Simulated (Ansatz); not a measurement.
# Antimonene bilayer (AA) in a perpendicular field, part 3 of 4

Wanted: the out-of-plane response of the antimonene bilayer (AA). A positive field points along +c.

Ansatz 0.2.0; plane-wave DFT, PBE-D3(BJ), Ansatz PAW (the session's first sound run).

So far. Step 7 (Atoms held, field 0.25 V/Å): The dipole is 0.178 e·Å, and the gap 0.209 eV. Step 8 (Single point, field -0.25 V/Å): The dipole is -0.178 e·Å, and the gap 0.209 eV.

### 9. Response, atoms held

This step: plane-wave DFT, PBE-D3(BJ), Ansatz PAW; response to a field along the normal, atoms held (Ansatz 0.2.0).

The dipoles give the slope, and the difference of two potentials shows where the field is screened.

Numbers from this step:

```yaml
equivalent_conductor_thickness_p_eps_0ae: 8.933 Å
distance_between_the_outer_atoms: 6.273 Å
```

Table of dipole of the cell by applied field:

```
applied field (V/Å)  dipole of the cell (e·Å)
             -0.250                    -0.178
             -0.030                   -0.0214
              0.000                   -7.8e-7
              0.030                    0.0214
              0.150                     0.107
              0.250                     0.178
```

Local field over the applied field, running mean. From the potentials at -0.03 and 0.03 V/Å; running mean over 2.5 Å. Table of local field over applied field by z:

```
z (Å)  local field over applied field
    5                           0.986
    6                           0.922
    7                           0.697
    8                           0.355
    9                          0.0750
   10                         0.00361
   11                          0.0588
   12                           0.118
   13                          0.0810
   14                          0.0101
   15                          0.0345
   16                           0.265
   17                           0.607
   18                           0.882
   19                           0.977
   20                           0.996
```

Electrons, planar mean, per unit field. Induced electron density against z:

z (Å), induced electron density (e/Å³ per V/Å) and a bar from the least value:
```
      4.5    0.00003 ################
      5.0    0.00007 ################
      5.5    0.00017 ################
      6.0    0.00040 #################
      6.5    0.00089 ####################
      7.0    0.00183 ########################
      7.5    0.00298 ##############################
      8.0    0.00284 #############################
      8.5    0.00106 #####################
      9.0    0.00078 ###################
      9.5    0.00039 #################
     10.0    0.00002 ################
     10.5   -0.00073 ############
     11.0   -0.00071 ############
     11.5   -0.00070 ############
     12.0   -0.00027 ##############
     12.5    0.00061 ###################
     13.0    0.00061 ##################
     13.5    0.00088 ####################
     14.0    0.00038 #################
     14.5   -0.00031 ##############
     15.0   -0.00047 #############
     15.5   -0.00092 ###########
     16.0   -0.00179 #######
     16.5   -0.00320 
     17.0   -0.00249 ###
     17.5   -0.00134 #########
     18.0   -0.00062 #############
     18.5   -0.00027 ##############
     19.0   -0.00011 ###############
     19.5   -0.00004 ###############
     20.0   -0.00002 ###############
```

The smaller of the gaps on the path and on the k-mesh, counted as 0 under 0.03 eV. Gap against applied field:

```
applied field (V/Å)  gap (eV)
             -0.250     0.209
             -0.030     0.211
              0.000     0.211
              0.030     0.211
              0.150     0.210
              0.250     0.209
```

By hand: between -0.03 and 0.03 V/Å the dipole changes by 0.04271 e·Å, a slope of 0.7118 e·Å²/V. A perfect conductor of thickness t has p = ε₀AEt, so t = 180.95 × 0.7118 / 14.418 = 8.93 Å (e/ε₀ = 180.95 V·Å, A in Å²).

The induced dipole is that of a conductor 8.93 Å thick.

### 10. With spin-orbit coupling

This step: plane-wave DFT, PBE, fully relativistic PAW with spin-orbit coupling (Ansatz 0.2.0).

Heavy atoms split their bands by spin-orbit coupling, so this run uses fully relativistic files and two-component states.

Input file input.yaml:

```yaml
crystal:
  lattice:
    - [4.0802565596, 0.0, 0.0]
    - [-2.0401282798, 3.5336058346, 0.0]
    - [0.0, 0.0, 24.2726679763]
  atoms:
    - { symbol: Sb, position: [0.6666666667, 0.3333333333, 0.3707874227] }
    - { symbol: Sb, position: [0.3333333333, 0.6666666667, 0.4388058552] }
    - { symbol: Sb, position: [0.6666666667, 0.3333333333, 0.5611941448] }
    - { symbol: Sb, position: [0.3333333333, 0.6666666667, 0.6292125773] }
kpoints:
  mp_grid: { grid: [12, 12, 1] }
  band_path:
    path: [[0, 0, 0], [0.5, 0, 0], [0.33333333, 0.33333333, 0], [0, 0, 0]]
    npoints: 16
hamiltonian:
  xc: pbe
  pseudopotentials: { kind: paw_fr }
magnetization:
  noncollinear: true
  spin_orbit: true
scf:
  occupations: { method: fermi_dirac, width: 0.05 }
  convergence: { dr2_threshold: 1.0e-09 }
efield:
  axis: 3
  dipole_correction: true
  ramp_position: 0.97
  ramp_width: 0.06
  amplitude: 0
output:
  write_potential: true
  write_density: true
  volumetric_format: npy
```

The run is started by

```sh
$ ansatz run input.yaml --threads 4 --pin off --max-ram 6144MiB --backend cpu --events-out ev --progress --plain --runs-dir out
```

Standard output:

```text
[...]
non-collinear run that drives no moment, with spin-orbit: no starting moment large enough to seed its density (crystal.atoms[].spin), no starting occupations that ask for one, no magnetisation constraint and no magnetic field, so the semilocal B_xc is pinned to zero
Crystal: 4 atoms, lattice volume = 349.964 Å³
Basis set: ecut = 420 eV, 6801 PW (Γ)
Bands: 72, of which v1, the nominal top of the filled ones, is band 60 counted from 1 (59 counted from 0)
Symmetry: 6 space group operations + 6 with time reversal
k-points: 19 of 144 (time reversal used)
Projection manifold: j_resolved (fully-relativistic pseudo-atomic orbitals)
[...]
SCF iter   1: F=—  HF=-25947.344723 eV  |F-HF|=—  |Δ(HF+E_count)|=         —  Δρ=1.11e-2  dr2=4.40e-1  dr2_m=0.00e0 (ungated)  ethr=7.03e-4  |M|=0.00e0 ∫|m|=0.00e0 μB  |m|>n=0.0e0 m-floor=0.0e0 τ_xc=0.0e0  β_m=1.00  p=0.000 e·Å  D=3.69e-14 V/Å  ΔV_dip=-0.00 eV  dr2_dipole=1.33e-9  V_vac-E_F(+/−)=4.72/4.72 eV  ⟨swp⟩=1.6  Hψ=8963  notcnv=0
[...]
spin=Noncollinear: LDOS preconditioning applied to the charge; magnetization (m_x, m_y, m_z) channels mix plain (no charge-response kernel on spin).
SCF iter   2: F=—  HF=-25947.321222 eV  |F-HF|=—  |Δ(HF+E_count)|=   2.35e-2  Δρ=2.59e-3  dr2=2.12e-1  dr2_m=0.00e0 (ungated)  ethr=7.03e-4  |M|=0.00e0 ∫|m|=0.00e0 μB  |m|>n=0.0e0 m-floor=0.0e0 τ_xc=0.0e0  β_m=0.92  p=0.000 e·Å  D=1.24e-5 V/Å  ΔV_dip=-0.00 eV  dr2_dipole=9.39e-9  V_vac-E_F(+/−)=3.82/3.82 eV  ⟨swp⟩=4.1  Hψ=2161  notcnv=0
[...]
SCF iter  11: F=-25947.290773 eV  HF=-25947.290773 eV  |F-HF|=7.28e-12  |Δ(HF+E_count)|=   1.43e-9  Δρ=1.18e-7  dr2=6.62e-11  dr2_m=0.00e0 (ungated)  ethr=1.67e-12  |M|=0.00e0 ∫|m|=0.00e0 μB  |m|>n=0.0e0 m-floor=0.0e0 τ_xc=0.0e0  p=-0.000 e·Å  D=-1.39e-7 V/Å  ΔV_dip=0.00 eV  dr2_dipole=3.76e-12  V_vac-E_F(+/−)=4.14/4.14 eV  ⟨swp⟩=10.6  Hψ=4224  notcnv=0
SCF 1 converged in 11 iterations: F = -25947.290773 eV  dr2 = 6.62e-11
[...]
SCF converged after 11 iterations
Magnetization: |M| = 0.0000 μB,  M = (+0.0000, +0.0000, +0.0000) μB
Absolute magnetization: 0.0000 μB (∫|m|)
  site 0: m = (+0.0000, +0.0000, +0.0000) μB, |m| = 0.0000 μB  (R = 1.19 Å)
  site 1: m = (+0.0000, +0.0000, +0.0000) μB, |m| = 0.0000 μB  (R = 1.19 Å)
  site 2: m = (+0.0000, +0.0000, +0.0000) μB, |m| = 0.0000 μB  (R = 1.19 Å)
  site 3: m = (+0.0000, +0.0000, +0.0000) μB, |m| = 0.0000 μB  (R = 1.19 Å)
Free energy (F): -25947.290773 eV
[...]
Internal energy: -25947.287498 eV  (E = F + TS)
E sigma→0 (E₀):  -25947.289135 eV
Entropy (-TS):   -0.003275 eV (-0.819 meV/atom)
Fermi energy:    0.754935 eV
Dipole field:    D = 0.000002 V/Å  (p = 0.000004 e·Å, saw-weighted, corrected)
Work function:   Φ+ = 4.1445 eV   Φ− = 4.1445 eV
[...]
--- Band table (eV; the first three rows and the last of 19) ---
  k-point 0: bands = [... 56 lower, 0.4962, 0.4962, 0.5069, 0.5069, 1.6047, 1.6047, 2.4158, 2.4158, ... 8 higher]
  k-point 1: bands = [... 56 lower, 0.0754, 0.0754, 0.6454, 0.6454, 2.0750, 2.0750, 2.4337, 2.4337, ... 8 higher]
  k-point 2: bands = [... 56 lower, -0.3651, -0.3651, 0.4315, 0.4315, 1.6891, 1.6891, 2.2508, 2.2508, ... 8 higher]
  k-point 18: bands = [... 56 lower, -1.3749, -1.3749, -1.1920, -1.1920, 0.7949, 0.7949, 2.1204, 2.1204, ... 8 higher]
```

Run time: 1.9 min. Hardware: 4 threads of Arm Neoverse V2, shared host; peak memory 2.4 GiB; 7.4 min of CPU time.

Read from the output:

```yaml
energy_at_zero_smearing: -25947.2891 eV
dipole_along_the_normal: 3.54e-6 e·Å
gap_along_the_path: 0.1521 eV
smallest_direct_gap_along_the_path: 1.098 eV
ionisation_energy_upper_face: 4.257 eV
electron_affinity_upper_face: 4.105 eV
gap_the_smaller_of_path_and_mesh: 0.1495 eV
```

The electronic bands at the labelled points (eV, zero at the Fermi level of the run, which the smearing sets inside the gap):

```
  point  band 57  band 58  band 59  band 60  band 61  band 62  band 63  band 64
      Γ    -0.26    -0.26    -0.25    -0.25     0.85     0.85     1.66     1.66
halfway    -1.44    -1.44    -0.92    -0.92     0.45     0.45     1.36     1.36
      M    -2.05    -2.05    -1.72    -1.72     0.70     0.70     0.76     0.76
halfway    -2.46    -2.46    -1.75    -1.75     0.79     0.79     1.39     1.39
      K    -2.13    -2.13    -1.95    -1.95     0.04     0.04     1.37     1.37
halfway    -1.42    -1.42    -1.03    -1.03     1.42     1.42     1.60     1.60
      Γ    -0.26    -0.26    -0.25    -0.25     0.85     0.85     1.66     1.66
```

The gap is 0.15 eV, with the valence edge 4.26 eV and the conduction edge 4.10 eV under the upper vacuum level.

### 11. With spin-orbit coupling, field 0.2 V/Å

The same in a field along the normal.

input.yaml, as its differences from that of step 10:

```diff
@@ -12,5 +12,3 @@
   mp_grid: { grid: [12, 12, 1] }
-  band_path:
-    path: [[0, 0, 0], [0.5, 0, 0], [0.33333333, 0.33333333, 0], [0, 0, 0]]
-    npoints: 16
+  band_path: { path: [[0, 0, 0], [0.12, 0, 0]], npoints: 24 }
 hamiltonian:
@@ -29,3 +27,3 @@
   ramp_width: 0.06
-  amplitude: 0
+  amplitude: 0.2
 output:
```

Standard output:

```text
[...]
Crystal: 4 atoms, lattice volume = 349.964 Å³
Basis set: ecut = 420 eV, 6801 PW (Γ)
Bands: 72, of which v1, the nominal top of the filled ones, is band 60 counted from 1 (59 counted from 0)
Symmetry: 6 space group operations + 6 with time reversal
k-points: 19 of 144 (time reversal used)
[...]
k-point 0: bands = [... 56 lower, 0.4926, 0.4926, 0.5068, 0.5068, 1.6012, 1.6012, 2.4116, 2.4116, ... 8 higher]
  k-point 1: bands = [... 56 lower, 0.0650, 0.0850, 0.6399, 0.6447, 2.0545, 2.0845, 2.4298, 2.4326, ... 8 higher]
  k-point 2: bands = [... 56 lower, -0.3718, -0.3585, 0.4289, 0.4290, 1.6828, 1.6849, 2.2470, 2.2494, ... 8 higher]
  k-point 18: bands = [... 56 lower, -1.3879, -1.3663, -1.2060, -1.1825, 0.7902, 0.7916, 2.1160, 2.1201, ... 8 higher]
[key lines of the parts left out:]
SCF converged after 10 iterations
Magnetization: |M| = 0.0000 μB,  M = (+0.0000, +0.0000, +0.0000) μB
Free energy (F): -25947.305016 eV
Fermi energy:    0.751480 eV
Dipole field:    D = 0.073667 V/Å  (p = 0.142473 e·Å, saw-weighted, corrected)
```

It took 85 s on 4 threads; peak memory 2.4 GiB.

Read from the output:

```
energy at zero smearing            : -25947.3034 eV
dipole along the normal            : 0.1425 e·Å
gap along the path                 : 0.9566 eV
smallest direct gap along the path : 1.094 eV
gap, the smaller of path and mesh  : 0.1456 eV
```

The dipole is 0.142 e·Å, and the gap 0.146 eV.

### 12. Varying the input: efield.amplitude = -0.3

This step: plane-wave DFT, PBE-D3(BJ), Ansatz PAW (Ansatz 0.2.0).

A run with a changed input: it repeats the earlier run at 0.03 V/Å with efield.amplitude from 0.03 to -0.3.

input.yaml, the sections that differ from step 11:

```yaml
kpoints:
  mp_grid: { grid: [12, 12, 1] }
  band_path:
    path: [[0, 0, 0], [0.5, 0, 0], [0.33333333, 0.33333333, 0], [0, 0, 0]]
    npoints: 16
hamiltonian:
  xc: pbe
  dispersion: d3bj
scf:
  occupations: { method: fermi_dirac, width: 0.05 }
  convergence: { dr2_threshold: 1.0e-10 }
efield:
  axis: 3
  dipole_correction: true
  ramp_position: 0.97
  ramp_width: 0.06
  amplitude: -0.3
# crystal, output: as in step 11
# magnetization: removed
```

Standard output:

```text
[...]
Crystal: 4 atoms, lattice volume = 349.964 Å³
Basis set: ecut = 420 eV, 6801 PW (Γ)
Bands: 36, of which v1, the nominal top of the filled ones, is band 30 counted from 1 (29 counted from 0)
Symmetry: 6 space group operations
k-points: 19 of 144 (time reversal used)
[...]
SCF iter  11: F=-25938.959297 eV  HF=-25938.959297 eV  |F-HF|=3.27e-11  |Δ(HF+E_count)|=   1.24e-9  Δρ=1.13e-7  dr2=6.07e-11  ethr=1.00e-12  p=-0.214 e·Å  D=-1.11e-1 V/Å  ΔV_dip=2.68 eV  dr2_dipole=3.74e-13  V_vac-E_F(+/−)=2.12/6.12 eV  ⟨swp⟩=8.5  Hψ=2015  notcnv=0
SCF 1 converged in 11 iterations: F = -25938.959297 eV  dr2 = 6.07e-11
[...]
SCF converged after 11 iterations
Free energy (F): -25938.959297 eV
[...]
Internal energy: -25938.957039 eV  (E = F + TS)
E sigma→0 (E₀):  -25938.958168 eV
Entropy (-TS):   -0.002258 eV (-0.564 meV/atom)
Fermi energy:    0.706549 eV
Dipole field:    D = -0.110528 V/Å  (p = -0.213763 e·Å, saw-weighted, corrected)
Work function:   not extracted (applied field tilts the vacuum); planar V_es + V_field profile in the machine report
[...]
--- Band table (eV; the first three rows and the last of 19) ---
  k-point 0: bands = [... 26 lower, -0.0208, 0.2311, 0.2311, 0.3137, 1.6617, 2.6952, 2.8019, 2.8019, ... 2 higher]
  k-point 1: bands = [... 26 lower, -0.4956, -0.2034, 0.0607, 0.5535, 2.1660, 2.5268, 2.7458, 2.9250, ... 2 higher]
  k-point 2: bands = [... 26 lower, -0.9173, -0.6040, -0.3191, 0.3817, 1.7070, 2.2796, 3.1174, 3.2124, ... 2 higher]
  k-point 18: bands = [... 26 lower, -2.4729, -2.4693, -1.2925, -1.2589, 0.7811, 2.1282, 3.0034, 3.0267, ... 2 higher]
```

Run time: 14 s. Hardware: 4 threads; peak memory 0.73 GiB.

Read from the output:

* energy at zero smearing: -25938.9582 eV
* dipole along the normal: -0.2138 e·Å
* gap along the path: 0.2087 eV
* smallest direct gap along the path: 1.305 eV
* gap, the smaller of path and mesh: 0.2087 eV

Electronic bands along the path, in eV, zero at the Fermi level of the run, which the smearing sets inside the gap:

```
  point  band 27  band 28  band 29  band 30  band 31  band 32  band 33  band 34
      Γ    -0.73    -0.48    -0.48    -0.39     0.96     1.99     2.10     2.10
halfway    -1.73    -1.51    -1.43    -0.93     0.50     1.41     2.45     2.48
      M    -2.73    -2.36    -2.04    -1.74     0.73     0.80     1.76     2.33
halfway    -3.05    -2.82    -2.39    -1.72     0.83     1.44     1.90     2.45
      K    -3.18    -3.18    -2.00    -1.97     0.07     1.42     2.30     2.32
halfway    -2.67    -2.38    -1.40    -0.99     1.48     1.67     1.88     2.61
      Γ    -0.73    -0.48    -0.48    -0.39     0.96     1.99     2.10     2.10
```

```
                               quantity  this run  earlier run  difference
          dipole along the normal (e·Å)   -0.2138      0.02135       -0.24
                gap along the path (eV)    0.2087       0.2108     -0.0021
smallest direct gap along the path (eV)     1.305        1.310     -0.0056
```

The applied field differs, and the slope found earlier predicts a dipole of -0.214 e·Å; this run gives -0.214 e·Å, in line with it.

(Continued in part 4 of 4.)

[Long decimals in the printed logs are rounded to 6 places.]

[Logs are printed without paths, hosts, clocks, repeated set-up lines and the standing remarks that a program may print on its own settings, such as how far it seeks lower states.]

[Hosts, paths, dates, database ids (printed as entryN), source tags and the programs' standing remarks are cut or masked in the printed files.]

[Maps of the electrostatic potential energy from Ansatz leave out the sawtooth potential of an applied field or a dipole correction, so their vacuum need not be flat; planar profiles and work functions include it.]
